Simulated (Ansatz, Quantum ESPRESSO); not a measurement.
**Pm3Si (Pm-3m): zone-centre phonons**

Wanted: the vibrations of Pm3Si (Pm-3m) at Γ, by two programs.

Program: Quantum ESPRESSO 7.5. Level of theory: DFT PBEsol, scalar-relativistic, plane waves, PseudoDojo norm-conserving, 4f in core pseudopotentials. Results are calculated unless marked as measured.

This is a report of a sequence of runs, with most program output left out.

## (1) The starting structure

It takes space group Pm-3m (No. 221, cubic). The conventional cell has a = 4.739 Å, b = 4.739 Å, c = 4.739 Å, α = 90.00°, β = 90.00°, γ = 90.00°. Nearest to Pm lie 4 Si at 3.35 Å and 8 Pm at 3.35 Å. Si has 12 Pm at 3.35 Å nearest. Farther neighbours are not listed.

## (2) A first look

A cheap run with smearing and empty bands tells whether the crystal has a gap, which decides between fixed occupations and smearing later on.

probe.in reads:

```
&CONTROL
  calculation = 'scf'
  prefix      = 'x'
  outdir      = './tmp'
  pseudo_dir  = './pseudo'
  tprnfor     = .true.
  tstress     = .true.
  verbosity   = 'high'
/
&SYSTEM
  ibrav       = 1
  celldm(1)   = 8.95589878
  nat         = 4
  ntyp        = 2
  ecutwfc     = 44.0
  input_dft   = 'pbesol'
  occupations = 'smearing'
  smearing    = 'gaussian'
  degauss     = 0.01
/
&ELECTRONS
  conv_thr         = 1.0d-07
  mixing_beta      = 0.7
  electron_maxstep = 100
/
ATOMIC_SPECIES
 Pm    144.9128  Pm.upf
 Si     28.0850  Si.upf
ATOMIC_POSITIONS crystal
 Pm     0.000000000   0.500000000   0.500000000
 Pm     0.500000000   0.000000000   0.500000000
 Pm     0.500000000   0.500000000   0.000000000
 Si     0.000000000   0.000000000   0.000000000
K_POINTS automatic
 4 4 4 0 0 0
```

Started as:

```console
$ OMP_NUM_THREADS=1 mpirun -n 4 pw.x -nk 4 -in probe.in > probe.out
```

It took 4.1 s on 4 MPI ranks of Arm Neoverse V2, shared host.

Numbers from this step:

```yaml
volume_per_atom: 26.61 Å³
pressure: -2.672 GPa
gap_on_the_k_mesh: 0 eV
```

No gap opens on this mesh, so smearing is kept; the start stands at -2.7 GPa.

## (3) Relaxation

Frequencies change by per cents with a per cent of volume, so the structure is first brought to rest at this level of theory.

relax.in reads:

```
&CONTROL
  calculation   = 'vc-relax'
  prefix        = 'x'
  outdir        = './tmp'
  pseudo_dir    = './pseudo'
  tprnfor       = .true.
  tstress       = .true.
  forc_conv_thr = 2.0d-05
  etot_conv_thr = 1.0d-07
  nstep         = 40
/
&SYSTEM
  ibrav       = 1
  celldm(1)   = 8.95589878
  nat         = 4
  ntyp        = 2
  ecutwfc     = 44.0
  input_dft   = 'pbesol'
  occupations = 'smearing'
  smearing    = 'mv'
  degauss     = 0.02
/
&ELECTRONS
  conv_thr         = 1.0d-11
  mixing_beta      = 0.7
  electron_maxstep = 100
/
&IONS
/
&CELL
  press_conv_thr = 0.1
/
ATOMIC_SPECIES
 Pm    144.9128  Pm.upf
 Si     28.0850  Si.upf
ATOMIC_POSITIONS crystal
 Pm     0.000000000   0.500000000   0.500000000
 Pm     0.500000000   0.000000000   0.500000000
 Pm     0.500000000   0.500000000   0.000000000
 Si     0.000000000   0.000000000   0.000000000
K_POINTS automatic
 8 8 8 0 0 0
```

Started as:

```console
$ OMP_NUM_THREADS=1 mpirun -n 4 pw.x -nk 4 -in relax.in > relax.out
```

Elapsed: 71 s, on 4 MPI ranks.

The steps of the relaxation:

| step | energy less that of the first step (eV) | largest force (eV/Å) | pressure (GPa) | volume (Å³) |
| --- | --- | --- | --- | --- |
| 1 | 0.0000 | 0.0000 | -2.73 | 106.45 |
| 2 | -0.0219 | 0.0000 | -2.03 | 104.97 |
| 3 | -0.0421 | 0.0000 | -0.91 | 102.79 |
| 4 | -0.0468 | 0.0000 | 0.05 | 101.08 |
| 5 | -0.0468 | 0.0000 | 0.00 | 101.17 |
| 6 | -0.0468 | 0.0000 | 0.00 | 101.17 |
| 7 | -0.0460 | 0.0000 | -0.03 | 101.17 |

```csv
"conventional cell, symmetrised",before,after,change
a (Å),4.739,4.660,-1.7 %
b (Å),4.739,4.660,-1.7 %
c (Å),4.739,4.660,-1.7 %
volume (Å³/atom),26.61,25.29,-5.0 %
```

Final coordinates:

```cif
data_structure
_symmetry_space_group_name_H-M 'P 1'
_symmetry_Int_Tables_number 1
_cell_length_a 4.6597
_cell_length_b 4.6597
_cell_length_c 4.6597
_cell_angle_alpha 90.000
_cell_angle_beta 90.000
_cell_angle_gamma 90.000
_cell_volume 101.17
loop_
_atom_site_label
_atom_site_type_symbol
_atom_site_fract_x
_atom_site_fract_y
_atom_site_fract_z
_atom_site_occupancy
Pm1 Pm 0.00000 0.50000 0.50000 1
Pm2 Pm 0.50000 0.00000 0.50000 1
Pm3 Pm 0.50000 0.50000 0.00000 1
Si4 Si 0.00000 0.00000 0.00000 1
```

The last row of the table of steps is pw.x's closing run on a basis chosen anew for the final cell, so its energy can jump.

This step gave:

* volume per atom: 25.29 Å³
* pressure: -0.02700 GPa

The volume changes by -5.0 % from the cell with which this run began.

## (4) Self-consistent run for the response

Perturbation theory inherits every error of the wavefunctions, so the threshold is set near the limit of the arithmetic. Smearing stays on, as the first look found no gap above 0.3 eV.

scf.in reads:

```
&CONTROL
  calculation = 'scf'
  prefix      = 'x'
  outdir      = './tmp'
  pseudo_dir  = './pseudo'
  tprnfor     = .true.
  tstress     = .true.
/
&SYSTEM
  ibrav       = 1
  celldm(1)   = 8.80551225
  nat         = 4
  ntyp        = 2
  ecutwfc     = 44.0
  input_dft   = 'pbesol'
  occupations = 'smearing'
  smearing    = 'mv'
  degauss     = 0.02
/
&ELECTRONS
  conv_thr         = 1.0d-12
  mixing_beta      = 0.7
  electron_maxstep = 100
/
ATOMIC_SPECIES
 Pm    144.9128  Pm.upf
 Si     28.0850  Si.upf
ATOMIC_POSITIONS crystal
 Pm     0.000000000   0.500000000   0.500000000
 Pm     0.500000000   0.000000000   0.500000000
 Pm     0.500000000   0.500000000   0.000000000
 Si     0.000000000   0.000000000   0.000000000
K_POINTS automatic
 8 8 8 0 0 0
```

Started as:

```console
$ OMP_NUM_THREADS=1 mpirun -n 4 pw.x -nk 4 -in scf.in > scf.out
```

It took 13 s on 4 MPI ranks; 50 s of CPU time.

The cell stands at -0.027 GPa, close enough for phonons.

## (5) Zone-centre response

At q = 0 one unit cell holds all displacements; symmetry groups them into irreducible representations that are solved one by one. With smeared occupations no response to a homogeneous field can be asked.

ph.in reads:

```
phonons
&INPUTPH
  prefix       = 'x'
  outdir       = './tmp'
  fildyn       = 'g.dyn'
  tr2_ph       = 1.0d-18
  alpha_mix(1) = 0.4
  nmix_ph      = 8
/
0.000000000 0.000000000 0.000000000
```

Started as:

```console
$ OMP_NUM_THREADS=1 mpirun -n 4 ph.x -nk 4 -in ph.in > ph.out
```

Run time: 5.4 min. Hardware: 4 MPI ranks.

This step gave:

```
largest acoustic frequency at the zone centre before the sum rule : -4.39 cm⁻¹
highest optical zone-centre mode (no LO-TO term)                  : 161.5 cm⁻¹
lowest optical zone-centre mode                                   : 82.49 cm⁻¹
```

The acoustic modes at Γ come out as far as 4.4 cm⁻¹ from zero, where they should vanish, a small numerical error.

## (6) Zone-centre analysis

A rigid shift of the crystal must cost nothing, but grids and finite bases break this; the acoustic sum rule is imposed before the matrix is diagonalised again.

dynmat.in reads:

```
&INPUT
  fildyn = 'g.dyn'
  asr    = 'simple'
  fileig = 'dynmat.eig'
/
```

Started as:

```console
$ dynmat.x -in dynmat.in > dynmat.out
```

Run time: 0.47 s. Hardware: 1 thread.

Read from the output:

```
highest optical zone-centre mode (no LO-TO term) : 161.6 cm⁻¹
lowest optical zone-centre mode                  : 82.61 cm⁻¹
```

Unit eigenvectors of the mass-weighted matrix after the sum rule; no LO-TO term. Modes at Γ, with each element's share of the kinetic energy:

| mode | frequency (cm⁻¹) | symmetry | Pm % | Si % |
| --- | --- | --- | --- | --- |
| 1 | 0.0 | acoustic | 94 | 6 |
| 2 | 0.0 | acoustic | 94 | 6 |
| 3 | 0.0 | acoustic | 94 | 6 |
| 4 | 82.6 | T2u | 100 | 0 |
| 5 | 82.6 | T2u | 100 | 0 |
| 6 | 82.6 | T2u | 100 | 0 |
| 7 | 140.3 | T1u | 86 | 14 |
| 8 | 140.3 | T1u | 86 | 14 |
| 9 | 140.3 | T1u | 86 | 14 |
| 10 | 161.6 | T1u | 20 | 80 |
| 11 | 161.6 | T1u | 20 | 80 |
| 12 | 161.6 | T1u | 20 | 80 |

Displacements in mode 4 (82.6 cm⁻¹), the largest set to 1:
```
Pm1  0.00  0.10  1.00
Pm2  0.24  0.00 -1.00
Pm3 -0.24 -0.10  0.00
Si4  0.00  0.00  0.00
```

Displacements in mode 10 (161.6 cm⁻¹), the largest set to 1:
```
Pm1 -0.22  0.00  0.00
Pm2  0.01 -0.06  0.00
Pm3  0.01  0.00  0.00
Si4  1.00  0.26  0.00
```

The rule moves no optical mode by more than 0.2 cm⁻¹.

## (7) Sum rules set otherwise: a sum rule for molecules or wires on a crystal

This rule also removes rotations, which suits molecules and not a crystal; it is tried to see the harm.

dynmat.in reads:

```
&INPUT
  fildyn = 'g.dyn'
  asr    = 'zero-dim'
  fileig = 'dynmat.eig'
/
```

Started as:

```console
$ dynmat.x -in dynmat.in > dynmat.out
```

Run time: 0.47 s. Hardware: 1 thread.

The program raised no error, yet the settings are not those of a careful run.

The fault: a sum rule for molecules or wires on a crystal; 3 optical modes are projected out to zero frequency, as if they were rotations.

For a crystal the rule has to be 'simple' or 'crystal'.

Zone-centre frequencies as printed; negative means imaginary. Modes:

```csv
mode,frequency (cm⁻¹)
1,0
2,0
3,0
4,0
5,0
6,0
7,100.5
8,100.5
9,140.2
10,161.5
11,164.1
12,164.1
```

## (8) Sum rules set otherwise (asr no)

Without the rule the raw error of the acoustic modes shows.

dynmat.in reads:

```
&INPUT
  fildyn = 'g.dyn'
  asr    = 'no'
  fileig = 'dynmat.eig'
/
```

Started as:

```console
$ dynmat.x -in dynmat.in > dynmat.out
```

Run time: 0.47 s. Hardware: 1 thread.

This step gave:

```yaml
highest_optical_zone_centre_mode_no_lo_to_term: 161.5 cm⁻¹
lowest_optical_zone_centre_mode: 82.49 cm⁻¹
```

Zone-centre frequencies as printed; negative means imaginary. Modes:

```csv
mode,frequency (cm⁻¹)
1,-4.39
2,-4.39
3,-4.39
4,82.49
5,82.49
6,82.49
7,140.2
8,140.2
9,140.2
10,161.5
11,161.5
12,161.5
```

Against the first rule no mode moves by more than 4.4 cm⁻¹.

## (9) Cross-check with Ansatz

A second program on the same cell, potentials, cutoff and meshes tests the implementation of the phonon response, not its convergence. Its k mesh is centred on Γ.

This step: DFT PBEsol, scalar-relativistic, plane waves, norm-conserving pseudopotentials, 4f in core (Ansatz 0.2.0).

input.yaml reads:

```yaml
crystal:
  lattice:
    - [4.6596764131, 0.0, 0.0]
    - [0.0, 4.6596764131, 0.0]
    - [0.0, 0.0, 4.6596764131]
  atoms:
    - { symbol: Pm, position: [0.0, 0.5, 0.5] }
    - { symbol: Pm, position: [0.5, 0.0, 0.5] }
    - { symbol: Pm, position: [0.5, 0.5, 0.0] }
    - { symbol: Si, position: [0.0, 0.0, 0.0] }
kpoints:
  mp_grid: { grid: [8, 8, 8] }
hamiltonian:
  xc: pbesol
  pseudopotentials:
    kind: nc
    azcp: { Pm: "pseudopotentials/pbe/nc/lanthanide_3plus/Pm.nc.azcp" }
    accuracy: standard
scf:
  occupations: { method: cold, width: 0.27211 }
output:
  eigenvalues: true
basis:
  ecutwfc: 598.65
phonons:
  method: dfpt
```

Started as:

```console
$ ansatz run input.yaml --threads 4 --pin off --max-ram 8192MiB --backend cpu --events-out ev --progress --plain --runs-dir out
```

Elapsed: 37 s, on 4 threads; peak memory 1.8 GiB; 2.4 min of CPU time.

Numbers from this step:

| Property | Result |
| --- | --- |
| sum-rule residual before enforcement | 3.66e-5 eV/Å² |
| lowest optical zone-centre mode | 82.67 cm⁻¹ |

## (10) Side by side: QE PseudoDojo and Ansatz, PseudoDojo

Worked out from the results:

* root-mean-square difference: 0.21 cm⁻¹
* largest difference: 0.35 cm⁻¹

Frequencies side by side, by row:

```
q (reciprocal lattice)  mode  QE PseudoDojo (cm⁻¹)  Ansatz, PseudoDojo (cm⁻¹)
                 0 0 0     1                     0                          0
                 0 0 0     2                     0                          0
                 0 0 0     3                     0                          0
                 0 0 0     4                 82.61                      82.67
                 0 0 0     5                 82.61                      82.67
                 0 0 0     6                 82.61                      82.67
                 0 0 0     7                 140.3                        140
                 0 0 0     8                 140.3                        140
                 0 0 0     9                 140.3                        140
                 0 0 0    10                 161.6                      161.5
                 0 0 0    11                 161.6                      161.5
                 0 0 0    12                 161.6                      161.5
```

At the zone centre the largest difference (acoustic modes at Γ apart) is 0.2 % of the highest mode.

## (11) What came out

```
space group after relaxation                                           : Pm-3m
volume per atom                                                        : 25.3 Å³
highest optical zone-centre mode (no LO-TO term)                       : 161.6 cm⁻¹
lowest optical zone-centre mode                                        : 82.6 cm⁻¹
imaginary optical modes at the zone centre (no q mesh in this session) : none
largest difference from Ansatz, PseudoDojo                             : 0.35 cm⁻¹
```

In words: At the PBEsol level the optical modes of Pm3Si (Pm-3m) at the zone centre run from 83 to 162 cm⁻¹. Of the 9 optical modes, 3 are silent and 6 are infrared active alone. QE PseudoDojo and Ansatz, PseudoDojo agree to 0.35 cm⁻¹ (0.2 % of the highest mode compared) on all solved modes but the acoustic ones at Γ, without the LO-TO term. These are harmonic frequencies at zero temperature: anharmonic shifts and linewidths and thermal expansion are left out. Spin-orbit coupling is left out, which can matter for the heavy elements here. In a metal the frequencies hang on the k mesh and the smearing, most of all near Kohn anomalies. The runs are without spin polarisation, although the cell has an odd electron count or an open d or f shell, so a magnetic state was not tested. The 4f electrons are frozen in the core as for a trivalent ion, in files made for PBE, so their moments and any magnetic order are left out. The relaxation ran at 44 Ry, under the 52 Ry recommended for these files; the stress of so short a basis can leave the cell about one per cent too small. Ansatz warns that the cutoff lies 15 % under the one recommended for these files; agreement at one cutoff is not convergence. The structure comes from a database and need not be the phase that is stable at ambient conditions.

[Host names and launcher messages were left out of these logs when they were recorded.]

[Logs are printed without paths, hosts, clocks, repeated set-up lines and the standing remarks that a program may print on its own settings, such as how far it seeks lower states.]

[Hosts, paths, dates, database ids (printed as entryN), source tags and the programs' standing remarks are cut or masked in the printed files.]
